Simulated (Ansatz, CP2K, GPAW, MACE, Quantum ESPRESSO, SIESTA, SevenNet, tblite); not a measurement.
# Quantum ESPRESSO runs on amorphous polyisobutylene (as short chains C10H22) at 400 K (64 atoms)

Aim: run amorphous polyisobutylene (as short chains C10H22) at 400 K (64 atoms) in Quantum ESPRESSO and see how near its forces come to a plane-wave reference, and at what cost.

Calculated with Quantum ESPRESSO 7.5; the method is named at each step.

**1. Starting point**

The cell holds 64 atoms: 20 C and 44 H. Its edges and angles: a = 8.318 Å, b = 8.318 Å, c = 8.318 Å, α = 90.0°, β = 90.0°, γ = 90.0°. 2 polyisobutylene chains of 2 units with methyl end groups placed at random, at 0.821 g/cm³; overlaps pushed apart, then 20 ps at 800 K with MMFF94 bonds, angles, torsions, charges and radii (Halgren, J. Comput. Chem. 17, 490 (1996)) in harmonic and 12-6 forms. Snapshot after 30 ps at 400 K and fixed volume. Then every atom was moved at random, 0.03 Å r.m.s. a Cartesian component (hydrogen 0.6 of that).

The yardstick, on the same geometry:

| Quantity | Value |
| --- | --- |
| method | Kohn-Sham DFT, PBE, PAW, plane waves (Ansatz 0.2.0); cutoff 420 eV, Γ point, fermi-dirac smearing of 0.05 eV; PAW set soft_2 |
| r.m.s. force component | 1.453 eV/Å |
| longest force | 6.788 eV/Å |
| pressure | 4.415 GPa |
| gap (highest filled to lowest empty level) | 5.391 eV |
| SCF cycles | 8 |
| time | 4.1 s on 4 threads of Arm Neoverse V1, shared host |
| CPU time | 13 s |

**2. PBE, sssp-1.3.0-efficiency, 45/360 Ry**

Method: Kohn-Sham DFT, PBE, SSSP efficiency 1.3.0 pseudopotentials, plane waves.

pw.in reads:

```
&control
  calculation = 'scf'
  pseudo_dir = './pseudo'
  outdir = './tmp'
  disk_io = 'none'
  tprnfor = .true.
  tstress = .true.
/
&system
  ibrav = 0
  nat = 64
  ntyp = 2
  ecutwfc = 45
  ecutrho = 360
  nosym = .true.
  occupations = 'smearing'
  smearing = 'fd'
  degauss = 0.003675
/
&electrons
  conv_thr = 3.2e-07
  electron_maxstep = 100
  mixing_beta = 0.4
  mixing_mode = 'plain'
  diagonalization = 'david'
/
ATOMIC_SPECIES
C 12.011 C.upf
H 1.008 H.upf
CELL_PARAMETERS angstrom
8.31826 0.00000 0.00000
0.00000 8.31826 0.00000
0.00000 0.00000 8.31826
ATOMIC_POSITIONS crystal
C 0.59360 0.16654 0.11106
C 0.61641 0.22120 0.27984
C 0.50005 0.18472 0.40307
C 0.55768 0.22241 0.57876
C 0.48849 0.00798 0.42325
C 0.32421 0.24295 0.36152
C 0.28289 0.42397 0.36809
C 0.24125 0.47848 0.54228
C 0.11966 0.44058 0.27762
C 0.41408 0.54194 0.29701
H 0.47243 0.18900 0.05234
H 0.67130 0.22407 0.02038
H 0.63382 0.04926 0.08281
H 0.74052 0.16626 0.31069
H 0.65606 0.34496 0.28493
H 0.46881 0.18482 0.65986
H 0.67043 0.18421 0.60976
H 0.56588 0.35350 0.58919
H 0.61614 0.96095 0.44010
H 0.42951 0.94266 0.52310
H 0.43293 0.94744 0.31159
H 0.23711 0.16507 0.42816
H 0.28719 0.21581 0.24006
H 0.20841 0.60694 0.53677
H 0.34141 0.46487 0.61004
H 0.13720 0.41448 0.59283
H 0.10885 0.56641 0.23937
H 0.11952 0.38532 0.16173
H 0.02010 0.40796 0.34613
H 0.49461 0.57386 0.38051
H 0.46574 0.48439 0.18384
H 0.35534 0.65045 0.25649
C 0.18245 0.89582 0.02227
C 0.14041 0.90542 0.85617
C 0.97768 0.97757 0.82645
C 0.97378 0.01343 0.65135
C 0.96816 0.13959 0.91069
C 0.83712 0.86585 0.88883
C 0.80112 0.70440 0.85101
C 0.92329 0.56008 0.87365
C 0.65720 0.64211 0.97068
C 0.73145 0.69498 0.68181
H 0.22699 0.00565 0.06490
H 0.08654 0.86258 0.09606
H 0.27723 0.79089 0.04581
H 0.23268 0.98020 0.80870
H 0.15499 0.78914 0.79096
H 0.95400 0.14044 0.63033
H 0.08908 0.01118 0.57809
H 0.87638 0.96359 0.58986
H 0.94643 0.12156 0.04205
H 0.86934 0.20653 0.85168
H 0.06691 0.21092 0.90167
H 0.84890 0.86710 0.02200
H 0.72484 0.93515 0.88302
H 0.95248 0.55392 0.00292
[... 4 atom lines left out ...]
H 0.64169 0.51177 0.96579
H 0.82559 0.71577 0.58809
H 0.64379 0.78583 0.66121
H 0.67129 0.57145 0.64156
K_POINTS gamma
```

The run is started by

```
$ OMP_NUM_THREADS=1 pw.x -in pw.in > output.txt
```

Log:

```text
Program PWSCF
     gamma-point specific algorithms are used
     sticks:   dense  smooth     PW     G-vecs:    dense   smooth      PW
     Sum        7089    3545    885               448327   158619   19837
     bravais-lattice index     =            0
     lattice parameter (alat)  =      15.7192  a.u.
     unit-cell volume          =    3884.1328 (a.u.)^3
     number of atoms/cell      =           64
     number of atomic types    =            2
     number of electrons       =       124.00
     number of Kohn-Sham states=           74
     kinetic-energy cutoff     =      45.0000  Ry
     charge density cutoff     =     360.0000  Ry
     scf convergence threshold =      3.2E-07
     mixing beta               =       0.4000
     number of iterations used =            8  plain     mixing
     Exchange-correlation= PBE
                           (   1   4   3   4   0   0   0)
     crystal axes: (cart. coord. in units of alat)
               a(1) = (   1.000000   0.000000   0.000000 )
               a(2) = (   0.000000   1.000000   0.000000 )
               a(3) = (   0.000000   0.000000   1.000000 )
     reciprocal axes: (cart. coord. in units 2 pi/alat)
               b(1) = (  1.000000  0.000000  0.000000 )
               b(2) = (  0.000000  1.000000  0.000000 )
               b(3) = (  0.000000  0.000000  1.000000 )
     PseudoPot. # 1 for C :
     Pseudo is Projector augmented-wave + core cor, Zval =  4.0
     PseudoPot. # 2 for H :
     Pseudo is Ultrasoft, Zval =  1.0
     atomic species   valence    mass     pseudopotential
     C                 4.00    12.01100     C ( 1.00)
     H                 1.00     1.00800     H ( 1.00)
     No symmetry found
   Cartesian axes
     number of k points=     1  Fermi-Dirac smearing, width (Ry)=  0.0037
                       cart. coord. in units 2pi/alat
        k(    1) = (   0.0000000   0.0000000   0.0000000), wk =   2.0000000
     Dense  grid:   224164 G-vectors     FFT dimensions: (  96,  96,  96)
     Smooth grid:    79310 G-vectors     FFT dimensions: (  72,  72,  72)
     Check: negative core charge=   -0.000007
     Initial potential from superposition of free atoms
     starting charge     123.9987, renormalised to     124.0000
     Starting wfcs are  124 randomized atomic wfcs
     Self-consistent Calculation
     iteration #  1     ecut=    45.00 Ry     beta= 0.40
     total energy              =    -419.87836090 Ry
     estimated scf accuracy    <       7.61495062 Ry
     iteration #  2     ecut=    45.00 Ry     beta= 0.40
     total energy              =    -420.65623710 Ry
     estimated scf accuracy    <       0.75849617 Ry
     iteration #  3     ecut=    45.00 Ry     beta= 0.40
     total energy              =    -420.63091091 Ry
     estimated scf accuracy    <       0.17798001 Ry
     iteration #  4     ecut=    45.00 Ry     beta= 0.40
     total energy              =    -420.64144009 Ry
     estimated scf accuracy    <       0.00343050 Ry
     iteration #  5     ecut=    45.00 Ry     beta= 0.40
     total energy              =    -420.64251542 Ry
     estimated scf accuracy    <       0.00063373 Ry
     iteration #  6     ecut=    45.00 Ry     beta= 0.40
     total energy              =    -420.64263191 Ry
     estimated scf accuracy    <       0.00008825 Ry
     iteration #  7     ecut=    45.00 Ry     beta= 0.40
     total energy              =    -420.64264549 Ry
     estimated scf accuracy    <       0.00000514 Ry
     iteration #  8     ecut=    45.00 Ry     beta= 0.40
     total energy              =    -420.64264622 Ry
     estimated scf accuracy    <       0.00000080 Ry
     iteration #  9     ecut=    45.00 Ry     beta= 0.40
     End of self-consistent calculation
          k = 0.0000 0.0000 0.0000 (  9919 PWs)   bands (ev):
   -16.6199 -16.4226 -15.5895 -15.3812 -14.0343 -13.8592 -12.6424 -12.5816
   -12.5146 -12.3465 -12.1720 -12.1034 -11.9179 -11.9065 -11.1761 -10.7235
    -9.2730  -8.9363  -8.3006  -8.1470  -7.1614  -7.0297  -6.9776  -6.8727
    -6.5585  -6.4935  -6.3589  -6.2797  -6.2216  -6.1627  -5.8402  -5.7935
    -5.5849  -5.4363  -5.2585  -5.0222  -4.9746  -4.8384  -4.7244  -4.5583
    -4.5100  -4.4595  -4.3188  -4.1902  -4.1324  -4.0121  -3.8973  -3.6805
    -3.6119  -3.5869  -3.4899  -3.3463  -3.1786  -3.0993  -2.9411  -2.8019
    -2.6709  -2.6219  -2.4051  -2.3264  -1.9609  -1.8823   3.4997   4.2152
     4.8131   5.0940   5.1718   5.2861   5.4042   5.6835   5.7118   5.7985
     5.9789   6.1354
     the Fermi energy is     0.6966 ev
!    total energy              =    -420.64264633 Ry
     estimated scf accuracy    <       0.00000007 Ry
     smearing contrib. (-TS)   =       0.00000000 Ry
     internal energy E=F+TS    =    -420.64264633 Ry
     The total energy is F=E-TS. E is the sum of the following terms:
     one-electron contribution =    -328.42572447 Ry
     hartree contribution      =     201.04590700 Ry
     xc contribution           =    -125.16263027 Ry
     ewald contribution        =     -44.81255082 Ry
     one-center paw contrib.   =    -123.28764779 Ry
     convergence has been achieved in   9 iterations
     Forces acting on atoms (cartesian axes, Ry/au):
     atom    1 type  1   force =    -0.05241942    0.04791142   -0.09865992
     atom    2 type  1   force =     0.16854548    0.00947273   -0.02481250
     atom    3 type  1   force =    -0.09612076   -0.04292408    0.10672717
     atom    4 type  1   force =    -0.06898988    0.14050238   -0.08997150
     atom    5 type  1   force =     0.02684708   -0.15505972   -0.07439540
     atom    6 type  1   force =     0.01733283    0.01502166    0.02678193
     atom    7 type  1   force =    -0.05016392    0.01280899    0.03111191
     atom    8 type  1   force =    -0.08036949    0.02825157   -0.09349731
     atom    9 type  1   force =     0.09058724    0.07122765   -0.04142052
     atom   10 type  1   force =    -0.12775112   -0.10755229   -0.13548421
     atom   11 type  2   force =     0.02301861   -0.01594577    0.03166447
     atom   12 type  2   force =     0.00775589    0.03182165    0.02163666
     atom   13 type  2   force =    -0.01207188   -0.06806654    0.01564376
     atom   14 type  2   force =    -0.04672392    0.00500386    0.00786622
     atom   15 type  2   force =    -0.01464955    0.03209109   -0.00635329
     atom   16 type  2   force =    -0.04216206   -0.02428051    0.04772444
     atom   17 type  2   force =     0.09676811   -0.05714440    0.01294910
     atom   18 type  2   force =     0.00057568    0.01275466    0.01204053
     atom   19 type  2   force =    -0.03360297    0.00491614   -0.02330116
     atom   20 type  2   force =    -0.01899239    0.04228625    0.00663574
     atom   21 type  2   force =     0.03080729    0.01525350    0.03481687
     atom   22 type  2   force =     0.01173138    0.02872929    0.00982685
     atom   23 type  2   force =     0.02689929   -0.02753083   -0.03229378
     atom   24 type  2   force =     0.00152684   -0.00098472    0.00736371
[...]
atom   57 type  2   force =     0.03401915    0.01664025    0.03168391
     atom   58 type  2   force =    -0.03634405    0.03746541    0.02240544
     atom   59 type  2   force =    -0.00335429    0.01557511   -0.03611530
     atom   60 type  2   force =    -0.09458171    0.04767830   -0.01568854
     atom   61 type  2   force =    -0.01132263   -0.00115392   -0.02786053
     atom   62 type  2   force =    -0.00936358   -0.00536948    0.01570898
     atom   63 type  2   force =    -0.03625956    0.03212249   -0.00246000
     atom   64 type  2   force =     0.03750229    0.06797343    0.03919432
     Total force =     0.784137     Total SCF correction =     0.000351
     Computing stress (Cartesian axis) and pressure
          total   stress  (Ry/bohr**3)                   (kbar)     P=       43.24
   0.00032307  -0.00000571   0.00007502           47.53       -0.84       11.04
  -0.00000571   0.00027798   0.00008894           -0.84       40.89       13.08
   0.00007502   0.00008894   0.00028071           11.04       13.08       41.29
     Message from routine punch:
     Nothing written, as per user request (disk_io='none')
```

Run time: 45 s. Hardware: 1 thread of Arm Neoverse V1, shared host; peak memory 0.63 GiB.

Banners, paths, timers and routine set-up lines are dropped from the logs unmarked, and long logs keep their key lines alone; longer cuts are marked.

Compared with the plane-wave run:

* r.m.s. force component: 1.455 eV/Å
* r.m.s. difference of force components: 8.607 meV/Å
* longest difference of force vectors: 23.24 meV/Å
* force difference over r.m.s. force: 0.5924 %
* slope of forces against the reference's: 1.001
* correlation of force components: 1
* gap (highest filled to lowest empty level): 5.382 eV
* gap difference: -0.0094 eV
* pressure: 4.324 GPa
* pressure difference: -0.0917 GPa

Length of the force difference by element (eV/Å):

```csv
element,atoms,mean,most
C,20,0.0072,0.015
H,44,0.017,0.023
```

Levels nearest the highest filled one (eV from it): -1.61, -1.46, -1.30, -1.22, -1.06, -0.92, -0.79, -0.74, -0.52, -0.44, -0.08, 0.00, 5.38, 6.10, 6.70, 6.98, 7.05, 7.17, 7.29, 7.57, 7.59, 7.68, 7.86, 8.02.

Local excerpt of 11 atoms (numbers count through the whole input) about H47, picked at random; x, y, z are measured from there.

```csv
atom,x,y,z,distance (Å),bonds,Fx,Fy,Fz (eV/Å)
H47,0.00,0.00,0.00,0.00,1,-0.22,0.37,0.28
C34,-0.12,0.97,0.54,1.12,4,0.06,-1.41,-1.74
H46,0.65,1.59,0.15,1.72,1,0.62,0.90,-1.20
H57,-1.14,-1.80,-0.07,2.13,1,0.87,0.43,0.81
C33,0.23,0.89,1.92,2.13,4,2.77,-3.51,2.02
C35,-1.47,1.57,0.30,2.17,4,0.26,-0.46,-0.14
H45,1.02,0.01,2.12,2.35,1,-1.10,1.86,-0.27
H49,-0.55,1.85,-1.77,2.62,1,-0.73,-1.08,0.77
H24,0.44,-1.52,-2.11,2.64,1,0.04,-0.03,0.19
C36,-1.51,1.87,-1.16,2.66,4,1.34,1.69,-1.92
H44,-0.57,0.61,2.54,2.67,1,-1.61,-0.55,1.30
```

Forces lie 0.59 % from the reference's, at 3.6 times its CPU time (on 1 against 4 cores).

(Part 1 of 2 ends here.)

[Also dropped from logs without a mark: logging warnings of Python, and SIESTA's first energy breakdown and zero terms.]

[Logs are printed without paths, hosts, clocks, repeated set-up lines and the standing remarks that a program may print on its own settings, such as how far it seeks lower states.]

[Hosts, paths, dates, database ids (printed as entryN), source tags and the programs' standing remarks are cut or masked in the printed files.]

[The MMFF94 radii named for the starting cell were scaled by 0.96; in molecules described by MMFF94, hydrogen bound to N, O or S took a small fixed 12-6 site in their place.]
